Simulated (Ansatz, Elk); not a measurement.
# How far do independent atoms describe LiCa4N3?

Structure refinements treat a crystal as free atoms side by side. For a made-up structure of LiCa4N3 (cell and positions from a PBE relaxation) the runs below show what the calculated density changes in F(hkl).

Main program and level: Elk 11.2.3 (patched build); DFT, PBE, all-electron APW+lo, Dirac cores, scalar-relativistic bands, static density, no spin.

The structure was built from a prototype and need not be the compound's stable phase.

**1. Starting point**

The structure is trigonal, space group R-3m (No. 166). Conventional cell: a = 4.078 Å, b = 4.078 Å, c = 28.078 Å, α = 90.00°, β = 90.00°, γ = 120.00°. Ca has 4 N at 2.37 to 2.59 Å nearest. Nearest to Ca lie 4 N at 2.35 to 2.48 Å. N has 6 Ca at 2.59 Å nearest. Nearest to N lie 5 Ca at 2.35 to 2.48 Å. Li has 6 N at 2.65 Å and 6 Ca at 2.67 Å nearest. Farther neighbours and most contacts between anions are not listed.

**2. Ground state and structure factors**

An all-electron density is needed, since X-rays see the cores too. Task 0 finds the density and task 195 Fourier-transforms it; tshift is off so that phases refer to the origin typed.

Contents of elk.in:

```
tasks
  0
  195

xctype
  20

spinpol
  .false.

rgkmax
  7.0

gmaxvr
  14.0

lmaxo
  7

lmaxapw
  8

swidth
  0.002

tshift
  .false.

ramdisk
  .false.

hmaxvr
  5.5

maxscl
  120

epspot
  1e-06

sppath
  './'

avec
  3.85324708275 2.22467324048 17.68644606648
  -3.85324708275 2.22467324048 17.68644606648
  0.00000000000 -4.44934648096 17.68644606648

atoms
  3
  'Ca.in'
  4
  0.7051508631 0.7051508631 0.7051508631   0.000000 0.000000 0.000000
  0.2948491369 0.2948491369 0.2948491369   0.000000 0.000000 0.000000
  0.8780516095 0.8780516095 0.8780516095   0.000000 0.000000 0.000000
  0.1219483905 0.1219483905 0.1219483905   0.000000 0.000000 0.000000
  'N.in'
  3
  0.0000000000 0.0000000000 0.0000000000   0.000000 0.000000 0.000000
  0.7896757075 0.7896757075 0.7896757075   0.000000 0.000000 0.000000
  0.2103242925 0.2103242925 0.2103242925   0.000000 0.000000 0.000000
  'Li.in'
  1
  0.5000000000 0.5000000000 0.5000000000   0.000000 0.000000 0.000000

ngridk
  6 6 6
```

On the command line:

```bash
OMP_NUM_THREADS=4 elk
```

Numbers of over 12 decimals in the logs are rounded to 6 here.

The log of the run:

```text
┌─────────────────────────┐
│ Elk code version 11.2.3 │
└─────────────────────────┘

All units are atomic (Hartree, Bohr, etc.)

┌─────────────────────────────────────────────────┐
│ Ground-state run starting from atomic densities │
└─────────────────────────────────────────────────┘

Lattice vectors :
   3.853247083       2.224673240       17.68644607
  -3.853247083       2.224673240       17.68644607
   0.000000000      -4.449346481       17.68644607

Reciprocal lattice vectors :
  0.8153104605      0.4707197139      0.1184180866
 -0.8153104605      0.4707197139      0.1184180866
  0.1909711502E-16 -0.9414394277      0.1184180866

Unit cell volume      :    909.6721811
Brillouin zone volume :   0.2726808828

Muffin-tin inner radius fraction :   0.1000000000E-01

Nuclei treated as point charges

Species : 1 (Ca)
 parameters loaded from : Ca.in
 name : calcium
 nuclear charge    :   -20.00000000
 electronic charge :    20.00000000
 atomic mass :    73057.72475
 muffin-tin radius :    2.400000000
 number of radial points in muffin-tin :    993
 inner part over the whole radius :   0.9970789793E-02
 number on inner part of muffin-tin    :    698
 approximate nuclear radius :   0.6614485811E-04
 number of mesh points to nuclear radius :    321
 atomic positions (lattice), magnetic fields (Cartesian) :
  1 :  -0.29484914 -0.29484914 -0.29484914    0.00000000  0.00000000  0.00000000
  2 :   0.29484914  0.29484914  0.29484914    0.00000000  0.00000000  0.00000000
  3 :  -0.12194839 -0.12194839 -0.12194839    0.00000000  0.00000000  0.00000000
  4 :   0.12194839  0.12194839  0.12194839    0.00000000  0.00000000  0.00000000

Species : 2 (N)
 parameters loaded from : N.in
 name : nitrogen
 nuclear charge    :   -7.000000000
 electronic charge :    7.000000000
 atomic mass :    25532.65216
 muffin-tin radius :    1.800000000
 number of radial points in muffin-tin :    593
 inner part over the whole radius :   0.9919300552E-02
 number on inner part of muffin-tin    :    407
 approximate nuclear radius :   0.4939692610E-04
 number of mesh points to nuclear radius :    170
 atomic positions (lattice), magnetic fields (Cartesian) :
  1 :   0.00000000  0.00000000  0.00000000    0.00000000  0.00000000  0.00000000
  2 :  -0.21032429 -0.21032429 -0.21032429    0.00000000  0.00000000  0.00000000
  3 :   0.21032429  0.21032429  0.21032429    0.00000000  0.00000000  0.00000000

Species : 3 (Li)
 parameters loaded from : Li.in
 name : lithium
 nuclear charge    :   -3.000000000
 electronic charge :    3.000000000
 atomic mass :    12652.66898
 muffin-tin radius :    1.800000000
 number of radial points in muffin-tin :    593
 inner part over the whole radius :   0.9806707936E-02
 number on inner part of muffin-tin    :    401
 approximate nuclear radius :   0.4000070961E-04
 number of mesh points to nuclear radius :    148
 atomic positions (lattice), magnetic fields (Cartesian) :
  1 :   0.50000000  0.50000000  0.50000000    0.00000000  0.00000000  0.00000000

Total number of atoms per unit cell :    8
Total muffin-tin volume :    329.3394411
 ratio of muffin-tin to unit cell volume :   0.3620418959

Spin treatment :
 spin-unpolarised

Number of Bravais lattice symmetries :   12
Number of crystal symmetries         :   12
Crystal has inversion symmetry
Real symmetric eigensolver will be used

k-point grid :      6     6     6
k-point offset :    0.000000000       0.000000000       0.000000000
k-point set is reduced with full crystal symmetry group
Total number of k-points :       32

Muffin-tin radius times maximum |G+k| :    7.000000000
 using average radius
Maximum |G+k| for APW functions       :    3.333333333
Maximum (1/2)|G+k|²                   :    5.555555556
Maximum |G| for potential and density :    14.00000000
Constant for pseudocharge density :    8
 order of it for each species :   15  15  15
 order of it for pair densities of each species (exact exchange by exxq0 0: 16) :   13   5   5
Radial integration step length :    1

[...]
correlation                 :     -4.053768
 electron entropic           :    -0.48896811621924E-11
 total energy                :     -2895.6545809920

Density of states at Fermi energy :   0.5048556127E-07
 (states/Hartree/unit cell)

Estimated indirect band gap :   0.1150177761
 from k-point 25 to k-point 1
Estimated direct band gap   :   0.1271964762
 at k-point 1

Charges :
 core                        :    46.00000000
 valence                     :    58.00000000
 interstitial                :    7.666510037
 muffin-tins (core leakage)
  species : 1 (Ca)
[...]
species : 2 (N)
[...]
species : 3 (Li)
   atom 1                    :    2.065170039     (   0.000000000    )
 total in muffin-tins        :    96.33348996
 total calculated charge     :    103.9988064
 total charge                :    104.0000000
 error                       :   0.1193596685E-02

RMS change in Kohn-Sham potential (target) :    5.087689013     (  0.1000000000E-05)
Absolute change in total energy (target)   :    1.306930117     (  0.1000000000E-03)

[... loops 3 to 18 left out ...]

┌──────────────────┐
│ Loop number : 19 │
└──────────────────┘

Energies :
 Fermi                       :     0.176528
 sum of occupied eigenvalues :     -1667.4907124860
 electron kinetic            :      2914.0641375439
 core electron kinetic       :      2696.2292462756
 Coulomb                     :     -5640.2053042456
 Coulomb potential           :     -4365.0393405076
 nuclear-nuclear             :     -458.26810266865
 electron-nuclear            :     -6010.9468247231
 Hartree                     :      829.00962314610
 Madelung                    :     -3457.6856339918
 xc potential                :     -216.51550952221
 exchange                    :     -163.33123627203
 correlation                 :     -4.076405
 electron entropic           :    -0.87659648009629E-07
 total energy                :     -2893.5488083327

Density of states at Fermi energy :   0.1950721253E-02
 (states/Hartree/unit cell)

Estimated indirect band gap :   0.3955975460E-01
 from k-point 4 to k-point 1
Estimated direct band gap   :   0.5084663944E-01
 at k-point 1

Charges :
 core                        :    46.00000000
 valence                     :    58.00000000
 interstitial                :    9.418112671
 muffin-tins (core leakage)
  species : 1 (Ca)
[...]
species : 2 (N)
[...]
species : 3 (Li)
   atom 1                    :    2.142676917     (   0.000000000    )
 total in muffin-tins        :    94.58188733
 total calculated charge     :    103.9990874
 total charge                :    104.0000000
 error                       :   0.9126354847E-03

RMS change in Kohn-Sham potential (target) :   0.3811251036E-06 (  0.1000000000E-05)
Absolute change in total energy (target)   :   0.1771957159E-05 (  0.1000000000E-03)

Convergence targets achieved

┌──────────────────┐
│ Loop number : 20 │
└──────────────────┘

Energies :
 Fermi                       :     0.176528
 sum of occupied eigenvalues :     -1667.4907118849
 electron kinetic            :      2914.0641381261
 core electron kinetic       :      2696.2292462091
 Coulomb                     :     -5640.2053044030
 Coulomb potential           :     -4365.0393402526
 nuclear-nuclear             :     -458.26810266865
 electron-nuclear            :     -6010.9468252767
 Hartree                     :      829.00962354228
 Madelung                    :     -3457.6856342767
 xc potential                :     -216.51550975839
 exchange                    :     -163.33123623538
 correlation                 :     -4.076405
 electron entropic           :    -0.87659716997887E-07
 total energy                :     -2893.5488078751

Density of states at Fermi energy :   0.1950722917E-02
 (states/Hartree/unit cell)

Estimated indirect band gap :   0.3955975018E-01
 from k-point 4 to k-point 1
Estimated direct band gap   :   0.5084662623E-01
 at k-point 1

Charges :
 core                        :    46.00000000
 valence                     :    58.00000000
 interstitial                :    9.418112725
 muffin-tins (core leakage)
  species : 1 (Ca)
[...]
species : 2 (N)
   atom 1                    :    6.294248161     ( -0.8502536186E-07)
   atom 2                    :    6.396835881     ( -0.8220353509E-07)
   atom 3                    :    6.396835881     ( -0.8220353509E-07)
  species : 3 (Li)
   atom 1                    :    2.142676927     (   0.000000000    )
 total in muffin-tins        :    94.58188727
 total calculated charge     :    103.9990874
 total charge                :    104.0000000
 error                       :   0.9126359702E-03

┌──────────────────────────────┐
│ Self-consistent loop stopped │
└──────────────────────────────┘

Wrote STATE.OUT
```

The job ended after 61 s (4 threads of INTEL XEON PLATINUM 8581C at 2.30GHz (Emerald Rapids), shared host; peak memory 0.44 GiB).

SFACRHO.OUT:

```text

h k l indices transformed by vhmat matrix:
   1.000000000       0.000000000       0.000000000    
   0.000000000       1.000000000       0.000000000    
   0.000000000       0.000000000       1.000000000    

      h      k      l  multipl.   |H|            Re(F)            Im(F)           |F|

      0      0      0      1   0.0000000       104.00000      0.19146232E-15   104.00000    
     -1     -1     -1      2  0.35525426      -2.1785948      0.58642359E-13   2.1785948    
     -2     -2     -2      2  0.71050852       8.0948159      0.24615067E-13   8.0948159    
      0      0      1      6  0.94885776       21.273058      0.16803607E-13   21.273058    
      1      1      0      6  0.97077267      -28.461213      0.14732332E-13   28.461213    
     -1     -1     -2      6   1.0538850      -3.9504739      0.64756560E-13   3.9504739    
      3      3      3      2   1.0657628       20.603258      0.15578113E-12   20.603258    
     -2     -2     -1      6   1.1121507      -40.039831     -0.15846810E-13   40.039831    
     -2     -3     -2      6   1.2543634       38.289523      0.23157003E-13   38.289523    
      3      2      3      6   1.3355786       12.826001      0.11972566E-12   12.826001    
     -4     -4     -4      2   1.4210170      -57.215614     -0.15949069E-13   57.215614    
      3      3      4      6   1.5128095       43.747003     -0.79833430E-13   43.747003    
     -4     -3     -4      6   1.6071939      -14.051960      0.57320222E-13   14.051960    
     -1      1      0      6   1.6306209       66.045034     -0.11030014E-16   66.045034    
      0     -2     -1     12   1.6688709     -0.89125430      0.38501298E-13  0.89125430    
     -5     -5     -5      2   1.7762713      -4.2449554     -0.21012618E-12   4.2449554    
     -1     -3     -2     12   1.7786925       4.6583706      0.19167798E-13   4.6583706    
     -4     -4     -5      6   1.8044857      -7.7439852      0.15504262E-12   7.7439852
```

Elk indexes on the primitive cell of elk.in and gives |H| = 4π sin θ/λ in inverse bohr. Below, one row stands for each form hkl of the conventional cell (m members, Friedel mates merged), F is for one primitive cell and the density is static (no thermal factor). Free-atom factors are Waasmaier and Kirfel's, and R is Σm||F|−|F'||/Σm|F|.

```
   hkl   m  sin θ/λ (Å⁻¹)  abs F, DFT  neutral atoms   diff.
   003   2          0.053       2.179          1.954  +0.224
   006   2          0.107       8.095          7.497  +0.597
   101   6          0.143      21.273         20.397  +0.876
   012   6          0.146      28.461         27.776  +0.686
   104   6          0.159       3.950          4.770  -0.820
   009   2          0.160      20.603         19.183  +1.420
   015   6          0.167      40.040         40.610  -0.570
   107   6          0.189      38.289         38.257  +0.032
   018   6          0.201      12.826         12.736  +0.090
0 0 12   2          0.214      57.216         56.724  +0.492
1 0 10   6          0.228      43.747         43.284  +0.463
0 1 11   6          0.242      14.052         13.992  +0.060
   110   6          0.245      66.045         65.646  +0.399
   113  12          0.251       0.891          0.850  +0.041
0 0 15   2          0.267       4.245          4.127  +0.118
   116  12          0.268       4.658          4.766  -0.107
1 0 13   6          0.271       7.744          7.702  +0.042
   021   6          0.284      14.277         14.239  +0.039
```

**3. The highest occupied states alone**

An energy window below the Fermi level keeps the highest occupied states, to see at which angles they scatter; shallow core shells can lie inside it and anion s states outside. No new self-consistency is needed.

Changes to elk.in since step 2:

```diff
@@ -1,3 +1,2 @@
 tasks
-  0
   195
@@ -40,2 +39,5 @@
 
+wsfac
+  -0.190970 0.476530
+
 sppath
```

On the command line:

```bash
OMP_NUM_THREADS=4 elk
```

The log of the run:

```text
┌─────────────────────────────────┐
│ Elk code version 11.2.3 started │
└─────────────────────────────────┘

Info(readinput): the functional depends on the density's gradient
 muffin-tin radial points multiplied by    2.00000
 (not where nrmtscf is given)

┌────────────────────┐
│ Current task : 195 │
└────────────────────┘

Info(sfacrho): density structure factors written to SFACRHO.OUT

 Energy window :  -0.1909700000      0.4765300000

┌──────────────────┐
│ Elk code stopped │
└──────────────────┘
```

The job ended after 9.8 s (4 threads; peak memory 0.27 GiB; 11 s of CPU time).

States within 10 eV below the Fermi level hold 18.00 electrons; any levels below the window count with the cores. Their amplitudes can exceed the total, where window and core parts have opposite phase:

```
   hkl  sin θ/λ (Å⁻¹)  abs F, window  abs F, all
   003          0.053          1.765       2.179
   006          0.107          2.957       8.095
   101          0.143          4.103      21.273
   012          0.146          2.296      28.461
   104          0.159          5.016       3.950
   009          0.160          6.474      20.603
   015          0.167          6.203      40.040
   107          0.189          1.667      38.289
   018          0.201          0.396      12.826
0 0 12          0.214          1.976      57.216
```

**4. Another functional**

The difference from free atoms is small, so it is set against the change that LDA (Perdew-Wang) makes.

Changes to elk.in since step 3:

```diff
@@ -1,2 +1,3 @@
 tasks
+  0
   195
@@ -4,3 +5,3 @@
 xctype
-  20
+  3
 
@@ -39,5 +40,2 @@
 
-wsfac
-  -0.190970 0.476530
-
 sppath
```

On the command line:

```bash
OMP_NUM_THREADS=4 elk
```

The log of the run:

```text
┌─────────────────────────┐
│ Elk code version 11.2.3 │
└─────────────────────────┘

All units are atomic (Hartree, Bohr, etc.)

┌─────────────────────────────────────────────────┐
│ Ground-state run starting from atomic densities │
└─────────────────────────────────────────────────┘

Lattice vectors :
   3.853247083       2.224673240       17.68644607
  -3.853247083       2.224673240       17.68644607
   0.000000000      -4.449346481       17.68644607

Reciprocal lattice vectors :
  0.8153104605      0.4707197139      0.1184180866
[...]
muffin-tins (core leakage)
  species : 1 (Ca)
[...]
species : 2 (N)
[...]
atom 2                    :    6.367207664     ( -0.4230848638E-05)
   atom 3                    :    6.367207664     ( -0.4230848638E-05)
  species : 3 (Li)
   atom 1                    :    2.144633798     (   0.000000000    )
 total in muffin-tins        :    94.53301080
 total calculated charge     :    103.9991310
 total charge                :    104.0000000
 error                       :   0.8690094266E-03

┌──────────────────────────────┐
│ Self-consistent loop stopped │
└──────────────────────────────┘

Wrote STATE.OUT
[key lines of the parts left out:]
total energy                :     -2885.8787287414
```

Run time: 40 s. Hardware: 4 threads; peak memory 0.34 GiB; 1.8 min of CPU time.

Against the first run R = 0.11 %; the largest change is -0.093 at 110.

**5. Basis size**

The basis and the expansions that go with it are enlarged, to see whether the differences are converged.

Changes to elk.in since step 4:

```diff
@@ -5,3 +5,3 @@
 xctype
-  3
+  20
 
@@ -11,12 +11,12 @@
 rgkmax
-  7.0
+  8.5
 
 gmaxvr
-  14.0
+  18.0
 
 lmaxo
-  7
+  9
 
 lmaxapw
-  8
+  10
```

On the command line:

```bash
OMP_NUM_THREADS=4 elk
```

The log of the run:

```text
┌─────────────────────────┐
│ Elk code version 11.2.3 │
└─────────────────────────┘

All units are atomic (Hartree, Bohr, etc.)

┌─────────────────────────────────────────────────┐
│ Ground-state run starting from atomic densities │
└─────────────────────────────────────────────────┘

Lattice vectors :
   3.853247083       2.224673240       17.68644607
  -3.853247083       2.224673240       17.68644607
   0.000000000      -4.449346481       17.68644607

Reciprocal lattice vectors :
  0.8153104605      0.4707197139      0.1184180866
[...]
muffin-tins (core leakage)
  species : 1 (Ca)
[...]
species : 2 (N)
[...]
atom 2                    :    6.403387067     ( -0.8204900848E-07)
   atom 3                    :    6.403387067     ( -0.8204900848E-07)
  species : 3 (Li)
   atom 1                    :    2.143538470     (   0.000000000    )
 total in muffin-tins        :    94.58349834
 total calculated charge     :    104.0001061
 total charge                :    104.0000000
 error                       :   0.1061141984E-03

┌──────────────────────────────┐
│ Self-consistent loop stopped │
└──────────────────────────────┘

Wrote STATE.OUT
[key lines of the parts left out:]
total energy                :     -2893.5613549565
```

The job ended after 3 min (4 threads; peak memory 0.8 GiB; 8.1 min of CPU time).

Against the first run R = 0.03 %; the largest change is -0.016 at 015.

**6. Settings against the effect**

```
                              run  R against the first run (%)  R against neutral atoms, low angle (%)  wall time
                    PBE, rgkmax 7                         0.00                                    1.42       61 s
                LDA (Perdew-Wang)                         0.11                                    1.32       40 s
rgkmax 8.5 with larger expansions                         0.03                                    1.41      3 min
```

**7. Results**

```json
{"R against neutral atoms, sin θ/λ < 0.3 Å⁻¹": "1.42 %", "R against neutral atoms, 0.3 to 0.64 Å⁻¹": "0.34 %"}
```

In words: Independent neutral atoms miss the calculated amplitudes by R = 1.42 % below 0.3 Å⁻¹ and 0.34 % from there to 0.64 Å⁻¹; by shells, 3.45 % below 0.15 Å⁻¹ (4 forms), 1.14 % 0.15 to 0.3 (19 forms), 0.38 % 0.3 to 0.45 (36 forms), 0.32 % above 0.45 (90 forms). Bonding, aspherical density and the tables' own atoms all enter these figures, and the runs don't part them. The largest change of an amplitude is +1.42 electrons, at 009. Weak lines can change much in proportion: 104 goes from 4.77 to 3.95. The window's part falls from 18.0 electrons at the origin to at most 0.63 between 0.45 and 0.64 Å⁻¹. Below 0.3 Å⁻¹ the changes that finished (LDA (Perdew-Wang) and rgkmax 8.5 with larger expansions) move F by R = 0.13 % at most, against the 1.42 % that separates it from free atoms. The k-mesh has no finished test. Part of the difference isn't bonding: the tables are fits to free atoms and ions calculated by other methods than this functional. Thermal motion, anomalous dispersion and extinction are left out.

[Logs are printed without paths, hosts, clocks, repeated set-up lines and the standing remarks that a program may print on its own settings, such as how far it seeks lower states.]

[Hosts, paths, dates, database ids (printed as entryN), source tags and the programs' standing remarks are cut or masked in the printed files.]
